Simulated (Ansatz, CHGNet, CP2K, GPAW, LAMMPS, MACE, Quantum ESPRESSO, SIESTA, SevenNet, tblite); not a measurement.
# Glassy 74TiO2-26ZrO2 (mol %) (105 atoms) in Quantum ESPRESSO

How near does Quantum ESPRESSO come to plane waves for glassy 74TiO2-26ZrO2 (mol %) (105 atoms)?

Program: Quantum ESPRESSO 7.5. Level of theory: the method is named at each step. Results are calculated unless marked as measured.

## (1) Starting point

The cell holds 105 atoms: 26 Ti, 9 Zr and 70 O. Cell: a = 11.023 Å, b = 11.023 Å, c = 11.023 Å, α = 90.0°, β = 90.0°, γ = 90.0°. 105 atoms (26 Ti, 9 Zr, 70 O) placed at random at 3.98 g/cm³, melted at 4000 K for 10 ps at fixed volume with the Morse and Coulomb pair potential with partial charges (Pedone, Malavasi, Menziani, Cormack and Segre, J. Phys. Chem. B 110, 11780 (2006)). Quenched from 4000 K to 300 K at 50 K/ps and fixed volume, held 10 ps at zero pressure, then minimised at fixed cell.

The yardstick, on the same geometry:

- method: Kohn-Sham DFT, PBE, PAW, plane waves (Ansatz 0.2.0); cutoff 420 eV, Γ point, fermi-dirac smearing of 0.05 eV; PAW set soft_2
- r.m.s. force component: 0.5982 eV/Å
- longest force: 2.524 eV/Å
- pressure: 1.119 GPa
- gap (highest filled to lowest empty level): 2.452 eV
- SCF cycles: 12
- time: 47 s on 4 threads of Arm Neoverse V1, shared host
- CPU time: 3 min

## (2) PBE, sssp-1.3.0-efficiency, 60/480 Ry

Method: Kohn-Sham DFT, PBE, SSSP efficiency 1.3.0 pseudopotentials, plane waves.

pw.in

```
&control
  calculation = 'scf'
  pseudo_dir = './pseudo'
  outdir = './tmp'
  disk_io = 'none'
  tprnfor = .true.
  tstress = .true.
/
&system
  ibrav = 0
  nat = 105
  ntyp = 3
  ecutwfc = 60
  ecutrho = 480
  nosym = .true.
  occupations = 'smearing'
  smearing = 'fd'
  degauss = 0.003675
/
&electrons
  conv_thr = 5.3e-07
  electron_maxstep = 100
  mixing_beta = 0.4
  mixing_mode = 'plain'
  diagonalization = 'david'
/
ATOMIC_SPECIES
Ti 47.867 Ti.upf
Zr 91.224 Zr.upf
O 15.999 O.upf
CELL_PARAMETERS angstrom
11.02260 0.00000 0.00000
0.00000 11.02260 0.00000
0.00000 0.00000 11.02260
ATOMIC_POSITIONS crystal
Ti 0.55463 0.72416 0.32784
Ti 0.34755 0.99842 0.08531
Ti 0.24083 0.24401 0.07078
Ti 0.98740 0.73515 0.39729
Ti 0.25917 0.78989 0.87049
Ti 0.67576 0.38135 0.82884
Ti 0.34306 0.04936 0.68785
Ti 0.83680 0.57843 0.93058
Ti 0.60319 0.20865 0.12438
Ti 0.25970 0.34853 0.75370
Ti 0.61731 0.05767 0.83484
Ti 0.92354 0.08705 0.72124
Ti 0.56695 0.70257 0.80092
Ti 0.05662 0.66847 0.09833
Ti 0.73127 0.89517 0.59209
Ti 0.15741 0.13233 0.50359
Ti 0.99775 0.33863 0.89309
Ti 0.40775 0.33662 0.33064
Ti 0.89405 0.90154 0.94765
Ti 0.31329 0.62632 0.14913
Ti 0.80181 0.27002 0.48219
Ti 0.08270 0.87823 0.68245
Ti 0.62224 0.83750 0.05390
Ti 0.54098 0.27967 0.62317
Ti 0.58446 0.51428 0.09201
Ti 0.91390 0.24251 0.18805
Zr 0.08007 0.96550 0.21481
Zr 0.72447 0.57420 0.57128
Zr 0.81480 0.52985 0.27818
Zr 0.08056 0.57608 0.64745
Zr 0.40158 0.55082 0.54125
Zr 0.30071 0.85163 0.39206
Zr 0.54327 0.06627 0.42534
Zr 0.13635 0.43491 0.33377
Zr 0.77859 0.97218 0.25946
O 0.06955 0.04520 0.62163
O 0.48591 0.88419 0.40576
O 0.02347 0.83811 0.08011
O 0.56314 0.63119 0.46196
O 0.32223 0.47794 0.37350
O 0.95065 0.65312 0.22984
O 0.85607 0.74145 0.92033
O 0.04334 0.77214 0.56050
O 0.16551 0.10182 0.10205
O 0.01484 0.91785 0.83033
O 0.81081 0.02831 0.85149
O 0.24407 0.32581 0.21306
O 0.66916 0.41072 0.66034
O 0.87474 0.94021 0.63950
O 0.77509 0.53546 0.08528
O 0.75895 0.27184 0.14095
O 0.63852 0.22364 0.77444
O 0.84007 0.40172 0.87518
O 0.25310 0.48610 0.64179
O 0.14681 0.29145 0.45930
O 0.47436 0.37579 0.49587
[... 45 atom lines left out ...]
O 0.85880 0.19885 0.35084
O 0.62652 0.56877 0.25181
O 0.22374 0.69508 0.02564
O 0.48654 0.91459 0.09144
K_POINTS gamma
```

On the command line:

```sh
$ OMP_NUM_THREADS=1 mpirun -np 2 pw.x -in pw.in > output.txt
```

The log of the run:

```text
Program PWSCF
     gamma-point specific algorithms are used
     Parallelization info
     sticks:   dense  smooth     PW     G-vecs:    dense   smooth      PW
     Min        8290    4143   1038               802766   283853   35506
     Max        8291    4150   1039               802767   283854   35509
     Sum       16581    8293   2077              1605533   567707   71015
     bravais-lattice index     =            0
     lattice parameter (alat)  =      20.8297  a.u.
     unit-cell volume          =    9037.5090 (a.u.)^3
     number of atoms/cell      =          105
     number of atomic types    =            3
     number of electrons       =       840.00
     number of Kohn-Sham states=          504
     kinetic-energy cutoff     =      60.0000  Ry
     charge density cutoff     =     480.0000  Ry
     scf convergence threshold =      5.3E-07
     mixing beta               =       0.4000
     number of iterations used =            8  plain     mixing
     Exchange-correlation= SLA  PW   PBX  PBC
                           (   1   4   3   4   0   0   0)
     crystal axes: (cart. coord. in units of alat)
               a(1) = (   1.000000   0.000000   0.000000 )
               a(2) = (   0.000000   1.000000   0.000000 )
               a(3) = (   0.000000   0.000000   1.000000 )
     reciprocal axes: (cart. coord. in units 2 pi/alat)
               b(1) = (  1.000000  0.000000  0.000000 )
               b(2) = (  0.000000  1.000000  0.000000 )
               b(3) = (  0.000000  0.000000  1.000000 )
     PseudoPot. # 1 for Ti:
     Pseudo is Ultrasoft + core correction, Zval = 12.0
     PseudoPot. # 2 for Zr:
     Pseudo is Ultrasoft + core correction, Zval = 12.0
     PseudoPot. # 3 for O :
     Pseudo is Projector augmented-wave + core cor, Zval =  6.0
     atomic species   valence    mass     pseudopotential
     Ti               12.00    47.86700     Ti( 1.00)
     Zr               12.00    91.22400     Zr( 1.00)
     O                 6.00    15.99900     O ( 1.00)
     No symmetry found
   Cartesian axes
     number of k points=     1  Fermi-Dirac smearing, width (Ry)=  0.0037
                       cart. coord. in units 2pi/alat
        k(    1) = (   0.0000000   0.0000000   0.0000000), wk =   2.0000000
     Dense  grid:   802767 G-vectors     FFT dimensions: ( 150, 150, 150)
     Smooth grid:   283854 G-vectors     FFT dimensions: ( 108, 108, 108)
     Check: negative core charge=   -0.000005
     Initial potential from superposition of free atoms
     starting charge     813.9794, renormalised to     840.0000
     negative rho (up, down):  6.048E-01 0.000E+00
     Starting wfcs are  657 randomized atomic wfcs
     Self-consistent Calculation
     iteration #  1     ecut=    60.00 Ry     beta= 0.40
     negative rho (up, down):  5.965E-01 0.000E+00
     total energy              =   -6791.79759206 Ry
     estimated scf accuracy    <     230.61256463 Ry
     iteration #  2     ecut=    60.00 Ry     beta= 0.40
     negative rho (up, down):  5.856E-01 0.000E+00
     total energy              =   -6585.03828890 Ry
     estimated scf accuracy    <    5687.74897886 Ry
     iteration #  3     ecut=    60.00 Ry     beta= 0.40
     negative rho (up, down):  5.823E-01 0.000E+00
     total energy              =   -6905.22885066 Ry
     estimated scf accuracy    <     342.39803999 Ry
     iteration #  4     ecut=    60.00 Ry     beta= 0.40
     negative rho (up, down):  5.860E-01 0.000E+00
     total energy              =   -6925.97085879 Ry
     estimated scf accuracy    <      38.80204548 Ry
     iteration #  5     ecut=    60.00 Ry     beta= 0.40
     negative rho (up, down):  5.888E-01 0.000E+00
     total energy              =   -6926.26342933 Ry
     estimated scf accuracy    <      19.23010679 Ry
     iteration #  6     ecut=    60.00 Ry     beta= 0.40
[...]
total energy              =   -6922.30536995 Ry
     estimated scf accuracy    <      15.27628361 Ry
[...]
c_bands:  2 eigenvalues not converged
[...]
c_bands:  1 eigenvalues not converged
[...]
total energy              =   -6922.61223732 Ry
[...]
iteration # 20     ecut=    60.00 Ry     beta= 0.40
[...]
total energy              =   -6922.61224473 Ry
     estimated scf accuracy    <       0.00000673 Ry
     iteration # 21     ecut=    60.00 Ry     beta= 0.40
[...]
total energy              =   -6922.61224573 Ry
     estimated scf accuracy    <       0.00000166 Ry
     iteration # 22     ecut=    60.00 Ry     beta= 0.40
     negative rho (up, down):  6.217E-01 0.000E+00
     End of self-consistent calculation
          k = 0.0000 0.0000 0.0000 ( 35508 PWs)   bands (ev):
   -49.8096 -49.8018 -49.7697 -49.6889 -49.6641 -49.6331 -49.6233 -49.6197
   -49.6173 -49.6143 -49.5671 -49.5347 -49.4808 -49.4805 -49.4551 -49.3459
   -49.2675 -49.2249 -49.2228 -49.2100 -48.9874 -48.9659 -48.8151 -48.7677
   -48.6790 -48.3348 -41.3188 -41.2561 -41.2250 -41.1053 -40.9695 -40.8371
   -40.8181 -40.6018 -40.5462 -26.2523 -26.1404 -26.1269 -26.1103 -26.0931
   -26.0795 -26.0508 -26.0409 -26.0290 -26.0265 -26.0141 -26.0045 -25.9928
[...]
11.0444  11.0640  11.0765  11.0979  11.1109  11.1470  11.1907  11.2046
    11.2248  11.2621  11.2867  11.2956  11.3223  11.3379  11.3773  11.3878
    11.4116  11.4487  11.4624  11.5346  11.5774  11.5793  11.6045  11.6123
     the Fermi energy is     8.1500 ev
!    total energy              =   -6922.61224590 Ry
     estimated scf accuracy    <       0.00000039 Ry
     smearing contrib. (-TS)   =      -0.00000000 Ry
     internal energy E=F+TS    =   -6922.61224590 Ry
     The total energy is F=E-TS. E is the sum of the following terms:
     one-electron contribution =   -2859.41981424 Ry
     hartree contribution      =    1800.51957743 Ry
     xc contribution           =   -1149.96635576 Ry
     ewald contribution        =   -4047.63160391 Ry
     one-center paw contrib.   =    -666.11404941 Ry
     convergence has been achieved in  22 iterations
     negative rho (up, down):  6.217E-01 0.000E+00
     Forces acting on atoms (cartesian axes, Ry/au):
     atom    1 type  1   force =    -0.03707286   -0.00084452   -0.01184513
     atom    2 type  1   force =    -0.02835497    0.00774729    0.02406395
     atom    3 type  1   force =    -0.00684772   -0.05674137    0.03679821
     atom    4 type  1   force =     0.00746362   -0.00033562   -0.00032245
     atom    5 type  1   force =     0.02365590   -0.02476916   -0.00930432
     atom    6 type  1   force =     0.03521967    0.00788122   -0.00034634
[...]
atom  103 type  3   force =     0.01150298   -0.01439376    0.00929618
     atom  104 type  3   force =     0.00149617    0.01445971   -0.02251404
     atom  105 type  3   force =     0.00922560    0.00787436    0.01006713
     Total force =     0.412099     Total SCF correction =     0.001791
     Computing stress (Cartesian axis) and pressure
     negative rho (up, down):  6.217E-01 0.000E+00
          total   stress  (Ry/bohr**3)                   (kbar)     P=        6.20
   0.00013527   0.00003653  -0.00006309           19.90        5.37       -9.28
   0.00003653  -0.00003769   0.00005432            5.37       -5.54        7.99
  -0.00006309   0.00005432   0.00002883           -9.28        7.99        4.24
     Message from routine punch:
     Nothing written, as per user request (disk_io='none')
```

Wall time 21 min (2 MPI ranks of Arm Neoverse V1, shared host); peak memory 4.4 GiB.

Banners, paths, timers and routine set-up lines are dropped from the logs unmarked, and long logs keep their key lines alone; longer cuts are marked.

Compared with the plane-wave run:

```
r.m.s. force component                           : 0.597 eV/Å
r.m.s. difference of force components            : 5.93 meV/Å
longest difference of force vectors              : 26.96 meV/Å
force difference over r.m.s. force               : 0.9912 %
slope of forces against the reference's          : 0.9978
correlation of force components                  : 1
gap (highest filled to lowest empty level) : 2.446 eV
gap difference                                   : -0.0061 eV
pressure                                         : 0.62 GPa
pressure difference                              : -0.4988 GPa
```

Length of the force difference by element (eV/Å):

| element | atoms | mean | most |
| --- | --- | --- | --- |
| O | 70 | 0.0096 | 0.027 |
| Ti | 26 | 0.0085 | 0.020 |
| Zr | 9 | 0.0073 | 0.017 |

Levels nearest the highest filled one (eV from it): -0.43, -0.40, -0.34, -0.30, -0.28, -0.24, -0.23, -0.18, -0.16, -0.06, -0.04, 0.00, 2.45, 2.55, 2.57, 2.63, 2.68, 2.71, 2.73, 2.74, 2.76, 2.80, 2.82, 2.89.

Local excerpt of 10 atoms (numbers count through the whole input) about Zr33, one of the 9 Zr atoms; x, y, z are measured from there.

```csv
atom,x,y,z,distance (Å),bonds,Fx,Fy,Fz (eV/Å)
Zr33,0.00,0.00,0.00,0.00,6,-0.80,-0.09,0.20
O89,-1.51,1.22,-0.74,2.08,2,0.21,-0.52,0.32
O37,-0.63,-2.01,-0.22,2.12,3,0.29,0.19,-0.25
O90,1.17,1.61,0.79,2.14,3,-0.70,-0.77,-0.38
O75,-0.90,0.69,1.83,2.15,3,0.77,0.07,-0.65
O67,0.92,0.25,-1.94,2.16,3,-0.17,0.16,-0.01
O79,1.83,-1.13,0.20,2.17,3,-0.13,0.74,-2.28
O61,1.02,-0.86,2.79,3.09,2,-0.37,0.36,-0.07
O72,-2.91,-0.73,0.97,3.15,3,0.54,-0.08,-0.10
Ti24,-0.03,2.35,2.18,3.21,6,-0.54,0.46,0.14
```

Forces lie 0.99 % from the reference's, at 14 times its CPU time (on 2 against 4 cores).

## (3) Outcome

| Property | Result |
| --- | --- |
| force difference from the reference | QE PBE, sssp-1.3.0-efficiency, 60/480 Ry, 0.99 % |
| its CPU time | 42 min |

**Reading.** PBE on plane waves or a grid with other potentials, cutoffs or grids differs from the reference by 0.99 % (QE PBE, sssp-1.3.0-efficiency, 60/480 Ry) of the r.m.s. force; this holds the reference's own error, so differences of a few per cent don't tell which side is nearer the exact PBE result (QE's 60 Ry are 816 eV, against the reference's 420 eV). PBE gaps agree with the reference's 2.45 eV within 0.007 eV. The quench rate of 50 K/ps is many orders above laboratory rates, so the cell is likely richer in defects and strain than a real sample. The network of bonds at the start is that of the classical potential that made the cell, and needn't be the one that DFT or experiment would give. The electronic-structure runs sample only Γ, in a cell whose shortest periodic width is 11 Å.

[Also dropped from logs without a mark: logging warnings of Python, and SIESTA's first energy breakdown and zero terms.]

[Logs are printed without paths, hosts, clocks, repeated set-up lines and the standing remarks that a program may print on its own settings, such as how far it seeks lower states.]

[Hosts, paths, dates, database ids (printed as entryN), source tags and the programs' standing remarks are cut or masked in the printed files.]
